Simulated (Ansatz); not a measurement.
# HfCdO3 (model cell, started as cubic perovskite with Hf in the octahedra): from the cell to its phonons, part 2 of 2

Wanted: phonon frequencies of HfCdO3 (model cell, started as cubic perovskite with Hf in the octahedra) and what follows from them.

Ansatz 0.2.0; DFT PBEsol, scalar-relativistic, plane waves, PAW; PAW set soft_1.

So far. Step 3 (Tight relaxation): The forces vanish by symmetry and the pressure is 0.003 GPa, within the tolerances set. The cell now holds 13.44 Å³/atom. The relaxed cell has a = 4.066 Å (conventional setting).

The structure was built from a prototype and need not be the compound's stable phase.

## 4. Zone-centre response

The zone centre comes first: it holds the modes that light can see, as far as symmetry allows. No field response is asked, since the mesh shows no gap.

Contents of input.yaml:

```yaml
crystal:
  lattice:
    - [4.0659610577, 0.0, 0.0]
    - [0.0, 4.0659610577, 0.0]
    - [0.0, 0.0, 4.0659610577]
  atoms:
    - { symbol: Cd, position: [0.0, 0.0, 0.0] }
    - { symbol: Hf, position: [0.5, 0.5, 0.5] }
    - { symbol: O, position: [0.5, 0.5, 0.0] }
    - { symbol: O, position: [0.5, 0.0, 0.5] }
    - { symbol: O, position: [0.0, 0.5, 0.5] }
kpoints:
  mp_grid: { grid: [8, 8, 8] }
hamiltonian:
  xc: pbesol
  pseudopotentials: { kind: paw, azcp: { folder: soft_1 }, xc_functional: pbe }
scf:
  occupations: { method: methfessel_paxton, width: 0.2 }
output:
  eigenvalues: true
phonons:
  method: dfpt
```

The run is started by

```console
ansatz run input.yaml --threads 4 --pin off --max-ram 16384MiB --backend cpu --events-out ev --progress --plain --runs-dir out
```

Numbers of over 12 decimals in the logs are rounded to 6 here.

Log:

```text
zone centre: on kpoints.mp_grid the ground state, and the responses unless they are solved on pairs of k-points, stand on 125 of the mesh's 512 k-points, reduced under 8 symmetry operations, with k and −k counted as one. Each operation leaves every solved displacement unchanged or reverses it
[...]
Crystal: 5 atoms, lattice volume = 67.219 Å³
Basis set: ecut = 420 eV, 1357 PW (Γ), exchange–correlation on 60×60×60 points (8 copies of the dense FFT grid, shifted against one another)
Bands: 39, of which v1, the nominal top of the filled ones, is band 32 counted from 1 (31 counted from 0)
Symmetry: 48 space group operations
k-points: 125 of 512 (irreducible under 8 space group operations)
[...]
SCF iter   1: F=—  HF=-25470.629282 eV  |F-HF|=—  |Δ(HF+E_count)|=         —  Δρ=9.09e-2  dr2=5.37e0  ethr=3.10e-3  ⟨swp⟩=4.7  Hψ=15231  notcnv=0
[...]
SCF iter  12: F=-25468.855717 eV  HF=-25468.855717 eV  |F-HF|=7.28e-12  |Δ(HF+E_count)|=  7.28e-12  S|Δr|=    0.00e0  Δρ=9.46e-8  dr2=4.40e-12  ethr=1.00e-12  ⟨swp⟩=10.5  Hψ=25154  notcnv=0
SCF 1 converged in 12 iterations: F = -25468.855717 eV  dr2 = 4.40e-12
[...]
DFPT response loops at Γ: preconditioner auto → Kerker (q_TF=auto, 2.706 Å⁻¹) (partly filled bands, converged f_vac=0.017); β = 1.00, the filter's whole step (`scf.mixing.beta` (0.50) is not read by the response loops under this deck's `scf.mixing.preconditioner`; to damp them name `kerker` or `kerker_dos`, under which they read `scf.mixing.beta`, and type it under 1.00, their step now; both keys bind the ground state too); Broyden in place of MSR1
SCF converged after 12 iterations
[...]
Free energy (F): -25468.855717 eV
[...]
Internal energy: -25468.861948 eV  (E = F + TS)
E sigma→0 (E₀):  -25468.857275 eV
Entropy (-TS):   0.006231 eV (1.246 meV/atom)
Fermi energy:    10.982319 eV
Step filling:    the computed levels leave a gap of 0.0000 eV = 0.0 smearing widths at the electron count; against every level under it full and every level over it empty, smearing changes F+E_penalty+E_count by +2.908 meV and its σ→0 estimate by +1.350 meV
[...]
--- Band table (eV; the first three rows and the last of 125) ---
  k-point 0: bands = [... 28 lower, 9.9346, 10.3012, 10.6364, 10.6364, 10.6364, 15.3779, 15.3779, 15.3779, ... 3 higher]
  k-point 1: bands = [... 28 lower, 9.8311, 9.9183, 10.5941, 10.5941, 11.0893, 15.3817, 15.7150, 15.7150, ... 3 higher]
  k-point 2: bands = [... 28 lower, 9.5970, 9.8795, 10.5566, 10.5566, 12.0575, 15.3907, 16.4788, 16.4788, ... 3 higher]
  k-point 124: bands = [... 28 lower, 6.8128, 10.8976, 10.8976, 10.8976, 11.5011, 19.2157, 19.2157, 19.2157, ... 3 higher]
--- Phonons (Γ-DFPT): 4 representative perturbations + reference, on 125 of 512 k-points (Σ response iterations 12) ---
  k mesh reduced under 8 symmetry operations, with k and −k counted as one. Each operation leaves every solved displacement unchanged or reverses it
  ASR residual: 7.800e-5 → 0.000e0 eV/Å²; symmetrization residual: 6.549e-6 eV/Å²
  ASR residual per site (eV/Å²): 2.20e-6 7.80e-5 1.10e-5 1.10e-5 1.10e-5
  Γ frequencies (cm⁻¹): -240.35 -240.35 -240.35 -156.74 -156.74 -156.74 0.00 0.00 0.00 122.43 122.43 122.43 636.97 636.97 636.97
  non-analytic LO–TO correction: not included (Born effective charges unavailable; polar crystals: no LO–TO splitting at Γ)
```

The job ended after 48 s (4 threads of Arm Neoverse V1, shared host; peak memory 1.3 GiB).

This step gave:

- sum-rule residual before enforcement: 7.80e-5 eV/Å²
- point group: m-3m
- highest optical mode at the zone centre (no LO-TO term): 637.0 cm⁻¹
- lowest optical zone-centre mode: -240.3 cm⁻¹

Patterns of degenerate modes are one choice out of their space. Modes at Γ, with each element's share of the kinetic energy (negative means imaginary):

| mode | frequency (cm⁻¹) | symmetry | Cd % | Hf % | O % |
| --- | --- | --- | --- | --- | --- |
| 1 | -240.3 | T2u | 0 | 0 | 100 |
| 2 | -240.3 | T2u | 0 | 0 | 100 |
| 3 | -240.3 | T2u | 0 | 0 | 100 |
| 4 | -156.7 | T1u | 37 | 1 | 62 |
| 5 | -156.7 | T1u | 37 | 1 | 62 |
| 6 | -156.7 | T1u | 37 | 1 | 62 |
| 7 | 0.0 | acoustic | 33 | 53 | 14 |
| 8 | 0.0 | acoustic | 33 | 53 | 14 |
| 9 | 0.0 | acoustic | 33 | 53 | 14 |
| 10 | 122.4 | T1u | 29 | 43 | 28 |
| 11 | 122.4 | T1u | 29 | 43 | 28 |
| 12 | 122.4 | T1u | 29 | 43 | 28 |
| 13 | 637.0 | T1u | 0 | 3 | 97 |
| 14 | 637.0 | T1u | 0 | 3 | 97 |
| 15 | 637.0 | T1u | 0 | 3 | 97 |

Displacements in mode 2 (-240.3 cm⁻¹), the largest set to 1:
```
Cd1  0.00  0.00  0.00
Hf2  0.00  0.00  0.00
O3  -0.03 -0.03  0.00
O4   0.03  0.00 -1.00
O5   0.00  0.03  1.00
```

Displacements in mode 12 (122.4 cm⁻¹), the largest set to 1:
```
Cd1  0.00 -0.55  0.00
Hf2  0.00  0.53  0.00
O3   0.00 -1.00  0.00
O4   0.00 -0.02 -0.01
O5   0.00 -1.00 -0.01
```

Before it was imposed, the acoustic sum rule was missed by 7.8e-5 eV/Å². Small misses are needed for a sound result but don't prove that mesh and cutoff are converged. The lowest optical mode is imaginary, 240.3i cm⁻¹, so the energy falls along it.

## 5. Response at finite wavevector

Stability and thermal properties need the whole zone. Linear response on a 4×4×4 q mesh gives force constants as far as a supercell of that size would.

input.yaml: that of step 4 with these lines changed.

```diff
@@ -22 +22,8 @@
   method: dfpt
+  qmesh: [4, 4, 4]
+  temperatures: { t_max: 1000, t_step: 50 }
+  qpath:
+    path:
+      - [[0.0, 0.0, 0.0], [0.0, 0.5, 0.0], [0.5, 0.5, 0.0], [0.0, 0.0, 0.0], [0.5, 0.5, 0.5], [0.0, 0.5, 0.0]]
+      - [[0.5, 0.5, 0.5], [0.5, 0.5, 0.0]]
+    npoints: 10
```

Log:

```text
[...]
Crystal: 5 atoms, lattice volume = 67.219 Å³
Basis set: ecut = 420 eV, 1357 PW (Γ), exchange–correlation on 60×60×60 points (8 copies of the dense FFT grid, shifted against one another)
Bands: 39, of which v1, the nominal top of the filled ones, is band 32 counted from 1 (31 counted from 0)
Symmetry: 48 space group operations
k-points: 35 of 512
[...]
SCF iter   1: F=—  HF=-25470.629279 eV  |F-HF|=—  |Δ(HF+E_count)|=         —  Δρ=9.09e-2  dr2=5.37e0  ethr=3.10e-3  ⟨swp⟩=4.7  Hψ=4287  notcnv=0
[...]
SCF iter  12: F=-25468.855717 eV  HF=-25468.855717 eV  |F-HF|=1.09e-11  |Δ(HF+E_count)|=  1.09e-11  S|Δr|=    0.00e0  Δρ=9.48e-8  dr2=4.41e-12  ethr=1.00e-12  ⟨swp⟩=10.3  Hψ=7035  notcnv=0
SCF 1 converged in 12 iterations: F = -25468.855717 eV  dr2 = 4.41e-12
[...]
SCF iter   4: F=-25468.855717 eV  HF=-25468.855717 eV  |F-HF|=7.28e-12  |Δ(HF+E_count)|=  7.28e-12  S|Δr|=    0.00e0  Δρ=3.42e-8  dr2=6.66e-13  ethr=1.00e-12  ⟨swp⟩=3.6  Hψ=3193  notcnv=0
SCF 2 converged in 4 iterations: F = -25468.855717 eV  dr2 = 6.66e-13
phonons: the bands overlap, so this run is a metal and interpolates without the dipole-dipole term. If the crystal is really an insulator or semiconductor, its LO-TO splitting is missing
NSCF: frozen V_eff on 35 k-points
[...]
DFPT response loops at q = (0, 0, 0) (fractional): preconditioner auto → Kerker (q_TF=auto, 2.706 Å⁻¹) (partly filled bands, converged f_vac=0.017); β = 1.00, the filter's whole step (`scf.mixing.beta` (0.50) is not read by the response loops under this deck's `scf.mixing.preconditioner`; to damp them name `kerker` or `kerker_dos`, under which they read `scf.mixing.beta`, and type it under 1.00, their step now; both keys bind the ground state too); Broyden in place of MSR1
[...]
SCF converged after 12 iterations
[...]
Free energy (F): -25468.855717 eV
[...]
Internal energy: -25468.861948 eV  (E = F + TS)
E sigma→0 (E₀):  -25468.857275 eV
Entropy (-TS):   0.006231 eV (1.246 meV/atom)
Fermi energy:    10.982319 eV
[...]
--- Band table (eV; the first three rows and the last of 35) ---
  k-point 0: bands = [... 28 lower, 9.9346, 10.3012, 10.6364, 10.6364, 10.6364, 15.3779, 15.3779, 15.3779, ... 3 higher]
  k-point 1: bands = [... 28 lower, 9.8311, 9.9183, 10.5941, 10.5941, 11.0893, 15.3817, 15.7150, 15.7150, ... 3 higher]
  k-point 2: bands = [... 28 lower, 9.5970, 9.8795, 10.5566, 10.5566, 12.0575, 15.3907, 16.4788, 16.4788, ... 3 higher]
  k-point 34: bands = [... 28 lower, 6.8128, 10.8976, 10.8976, 10.8976, 11.5011, 19.2157, 19.2157, 19.2157, ... 3 higher]
--- Phonons (Γ-DFPT): 4 representative perturbations + reference (Σ response iterations 12) ---
  ASR residual: 7.756e-5 → 0.000e0 eV/Å²; symmetrization residual: 6.671e-6 eV/Å²
  ASR residual per site (eV/Å²): 7.89e-7 7.76e-5 1.02e-5 1.02e-5 1.02e-5
[...]
--- Phonons (arbitrary-q DFPT): 10 irreducible q on the 4×4×4 mesh ---
  q = [0.0000, 0.0000, 0.0000] (star 1, of the zone-centre solve; hermiticity 6.12e-7, symmetrization 3.74e-12): -240.35 -240.35 -240.35 -156.74 -156.74 -156.74 -0.00 -0.00 0.00 122.43 122.43 122.43 636.97 636.97 636.97
  q = [0.0000, 0.0000, 0.2500] (star 6, 9 solved perturbations in 1560 linear systems a pass and spin channel, the states on 200 of 512 k-point pairs; hermiticity 2.55e-7, symmetrization 2.98e-12): -226.83 -197.66 -197.66 -129.20 -129.20 -2.03 54.13 54.13 116.88 130.95 130.95 239.43 636.20 636.20 750.40
[...]
q = [0.0000, 0.2500, -0.5000] (star 12, 15 solved perturbations on 200 of 512 k-point pairs; hermiticity 3.56e-7, symmetrization 2.71e-14): -267.38 -143.66 -127.05 -87.34 -82.25 86.05 86.06 115.85 146.32 194.97 232.03 311.33 634.51 679.18 845.48
[...]
sum rule: each row above includes the acoustic sum rule's correction from the zone centre's row sums; it moved no ω² by more than (0.42 cm⁻¹)²
  mesh force constants: q→R imaginary residual 8.02e-19; ASR residual 7.756e-5 → 0.000e0 eV/Å²; symmetrization residual 1.776e-14 eV/Å²
  interpolated dispersion: 62 rows × 15 modes
  density of states and harmonic sums: on the 16×16×16 q-mesh, interpolated from the force constants of a 4×4×4 supercell (no non-analytic term)
  largest difference from the sums on the solved wave vectors: F 4.39e-2 eV, S 5.33e-5 and C_V 1.02e-5 eV/K
  zero-point energy: 0.205596 eV/cell   skipped modes (ω ≤ 0): 899, of them read as no rigid motion or as one in doubt: 896 (5.422e0 modes/cell left out, lowest -316.14 cm⁻¹)   left out of the sums: 3.62e-1 of the cell's modes: C_V's classical limit lies that fraction below 3 k_B per atom; for a crystal, a wire or a layer, F and S can be off by more, and a phonons.interpolated_qmesh denser along its periods is the remedy for the sampling
```

The job ended after 22 min (4 threads; peak memory 3.3 GiB; 86 min of CPU time).

This step gave:

- sum-rule residual before enforcement: 7.76e-5 eV/Å²
- lowest frequency on the path: -316.1 cm⁻¹
- highest frequency on the path or at a solved wavevector: 907.4 cm⁻¹
- lowest mode on the q mesh (acoustic modes at Γ apart): -316.1 cm⁻¹

Frequencies (cm⁻¹) solved at each irreducible wavevector; negative means imaginary. Frequencies by wavevector, by row:

| q in reciprocal lattice units | star | mode 1 | mode 2 | mode 3 | mode 4 | mode 13 | mode 14 | mode 15 |
| --- | --- | --- | --- | --- | --- | --- | --- | --- |
| 0 0 0 | 1 | -240.3 | -240.3 | -240.3 | -156.7 | 637 | 637 | 637 |
| 0 0 0.25 | 6 | -226.8 | -197.7 | -197.7 | -129.2 | 636.2 | 636.2 | 750.4 |
| 0 0 -0.5 | 3 | -211.2 | -171.9 | -171.9 | -103.2 | 635.1 | 635.1 | 816.1 |
| 0 0.25 0.25 | 12 | -256.4 | -144.9 | -144.8 | -128.3 | 635.5 | 672 | 804 |
| 0 0.25 -0.5 | 12 | -267.4 | -143.7 | -127 | -87.3 | 634.5 | 679.2 | 845.5 |
| 0 -0.5 -0.5 | 3 | -316.1 | -137.4 | -137.4 | -55.2 | 633.7 | 698.1 | 874 |
| 0.25 0.25 0.25 | 8 | -264.7 | -212.9 | -212.9 | -95.3 | 670.4 | 670.4 | 838.8 |
| 0.25 0.25 -0.5 | 12 | -276.8 | -222.8 | -221 | -91.2 | 668.3 | 681.9 | 867.2 |
| 0.25 -0.5 -0.5 | 6 | -314.6 | -245.3 | -245.3 | -86.3 | 671.3 | 694.2 | 889.4 |
| -0.5 -0.5 -0.5 | 1 | -313.1 | -313.1 | -313.1 | -87.3 | 690.9 | 690.9 | 907.4 |

Interpolated from a 4×4×4 q mesh. Phonon branches along the path, in cm⁻¹:

| point | branch 1 | branch 2 | branch 3 | branch 4 | branch 12 | branch 13 | branch 14 | branch 15 |
| --- | --- | --- | --- | --- | --- | --- | --- | --- |
| Γ | -240 | -240 | -240 | -157 | 122 | 637 | 637 | 637 |
| halfway | -227 | -198 | -198 | -129 | 239 | 636 | 636 | 750 |
| X | -211 | -172 | -172 | -103 | 297 | 635 | 635 | 816 |
| halfway | -267 | -144 | -127 | -87 | 311 | 634 | 679 | 846 |
| M | -316 | -137 | -137 | -55 | 326 | 634 | 698 | 874 |
| halfway | -256 | -145 | -145 | -128 | 286 | 636 | 672 | 804 |
| Γ | -240 | -240 | -240 | -157 | 122 | 637 | 637 | 637 |
| halfway | -265 | -213 | -213 | -95 | 300 | 670 | 670 | 839 |
| R | -313 | -313 | -313 | -87 | 317 | 691 | 691 | 907 |
| halfway | -277 | -223 | -221 | -91 | 314 | 668 | 682 | 867 |
| X | -211 | -172 | -172 | -103 | 297 | 635 | 635 | 816 |
| jump to R | -313 | -313 | -313 | -87 | 317 | 691 | 691 | 907 |
| halfway | -315 | -245 | -245 | -86 | 322 | 671 | 694 | 889 |
| M | -316 | -137 | -137 | -55 | 326 | 634 | 698 | 874 |

The phonon density of states has structure finer than the step of the table below, so its rows give means over 50 cm⁻¹, whole bins alone (the curve runs from -315 to 905 cm⁻¹). Peaks (cm⁻¹: height): -145.0: 0.0271, -85.0: 0.0579, 85.0: 0.0282, 195.0: 0.0335, 315.0: 0.0358, 635.0: 0.0390, 685.0: 0.0325.

Tetrahedra on a 16×16×16 mesh, mean over bins of 10 cm-1. Interpolated from a 4×4×4 q mesh. Table of phonon density of states by wavenumber; means over each step:

| wavenumber (cm⁻¹) | phonon density of states (1/cm⁻¹/cell) |
| --- | --- |
| -250 | 0.0164 |
| -200 | 0.0175 |
| -150 | 0.0218 |
| -100 | 0.0321 |
| -50 | 0.00897 |
| 0 | 0.00498 |
| 50 | 0.0135 |
| 100 | 0.0222 |
| 150 | 0.0290 |
| 200 | 0.0267 |
| 250 | 0.0159 |
| 300 | 0.0208 |
| 350 | 9.1e-4 |
| 400 | 0 |
| 450 | 0 |
| 500 | 0 |
| 550 | 0 |
| 600 | 0 |
| 650 | 0.0277 |
| 700 | 0.0131 |
| 750 | 0.00142 |
| 800 | 0.00454 |
| 850 | 0.0100 |

The partial phonon density of states has structure finer than the step of the table below, so its rows give means over 50 cm⁻¹, whole bins alone (the curve runs from -324 to 943 cm⁻¹). Peaks (cm⁻¹: height): Cd -92.9: 0.0394, 50.6: 0.00703; Hf 194.0: 0.0206; O -244.4: 0.0184, -180.6: 0.0219, 313.6: 0.0237, 640.5: 0.0322, 863.7: 0.0107.

Phonopy on the run's constants, 15x15x15 mesh, Gaussian sigma 9.1 cm-1. Interpolated from a 4×4×4 q mesh. Table of partial phonon density of states by wavenumber; means over each step; values in 1/cm⁻¹/cell:

| wavenumber (cm⁻¹) | Cd | Hf | O |
| --- | --- | --- | --- |
| -250 | 5.9e-5 | 5.4e-5 | 0.0159 |
| -200 | 7.6e-4 | 2.1e-4 | 0.0167 |
| -150 | 0.00688 | 2.7e-4 | 0.0144 |
| -100 | 0.0245 | 3.5e-4 | 0.00633 |
| -50 | 0.00918 | 4.4e-4 | 0.00130 |
| 0 | 0.00275 | 4.7e-4 | 4.0e-4 |
| 50 | 0.00578 | 0.00630 | 0.00250 |
| 100 | 0.00303 | 0.0143 | 0.00488 |
| 150 | 0.00310 | 0.0152 | 0.00989 |
| 200 | 0.00200 | 0.0156 | 0.00926 |
| 250 | 0.00144 | 0.00395 | 0.0104 |
| 300 | 5.0e-4 | 0.00179 | 0.0173 |
| 350 | 3.6e-5 | 9.2e-5 | 0.00214 |
| 400 | 0 | 0 | 0 |
| 450 | 0 | 0 | 0 |
| 500 | 0 | 0 | 0 |
| 550 | 0 | 0 | 0 |
| 600 | 0 | 3.8e-5 | 0.00111 |
| 650 | 0 | 6.2e-4 | 0.0260 |
| 700 | 0 | 9.1e-5 | 0.0130 |
| 750 | 0 | 3.2e-5 | 0.00141 |
| 800 | 4.2e-6 | 6.0e-5 | 0.00448 |
| 850 | 6.9e-6 | 7.9e-5 | 0.00959 |
| 900 | 0 | 1.7e-5 | 0.00348 |

Symmetry leaves 10 wavevectors to solve. The lowest mode among them, the acoustic zeros apart, lies at q = (0, -0.5, -0.5) and is imaginary, 316.1i cm⁻¹, so the energy falls along it.

## 6. Summary of results

```json
{
  "space group after relaxation (within 0.01 Å)": "Pm-3m",
  "volume per atom": "13.4 Å³",
  "electronic character": "no gap on this mesh",
  "highest optical mode at the zone centre (no LO-TO term)": "637 cm⁻¹",
  "lowest optical zone-centre mode": "-240 cm⁻¹",
  "lowest mode on the q mesh (acoustic modes at Γ apart)": "-316 cm⁻¹",
  "highest frequency on the path or at a solved wavevector": "907 cm⁻¹",
  "imaginary modes on the 4×4×4 q mesh": "yes"
}
```

In words: Modes are clearly imaginary (beyond 10i cm⁻¹) at 10 of the 10 irreducible wavevectors, most at q = (0, -0.5, -0.5) (316.1i cm⁻¹), so this structure is not a minimum of the energy. The optical modes at Γ span -240 to 637 cm⁻¹ (negative means imaginary). The highest mode in this list at Γ, 637.0 cm⁻¹, is mostly motion of O (97 % of the kinetic energy). With no gap, or one that is small against the smearing, the frequencies hang on the k mesh and the smearing, most of all near Kohn anomalies. A semilocal functional can close a gap that the real compound would have, so the metallic treatment may be an artefact of the level. Spin-orbit coupling is left out, which can matter for the heavy elements here. The PAW files were made for PBE and serve the other functionals too. The starting cell was built on a prototype and not taken from a measurement, so the phase need not exist. These are harmonic frequencies at zero temperature: anharmonic shifts, linewidths and thermal expansion are left out.

[Logs are printed without paths, hosts, clocks, repeated set-up lines and the standing remarks that a program may print on its own settings, such as how far it seeks lower states.]

[Hosts, paths, dates, database ids (printed as entryN), source tags and the programs' standing remarks are cut or masked in the printed files.]
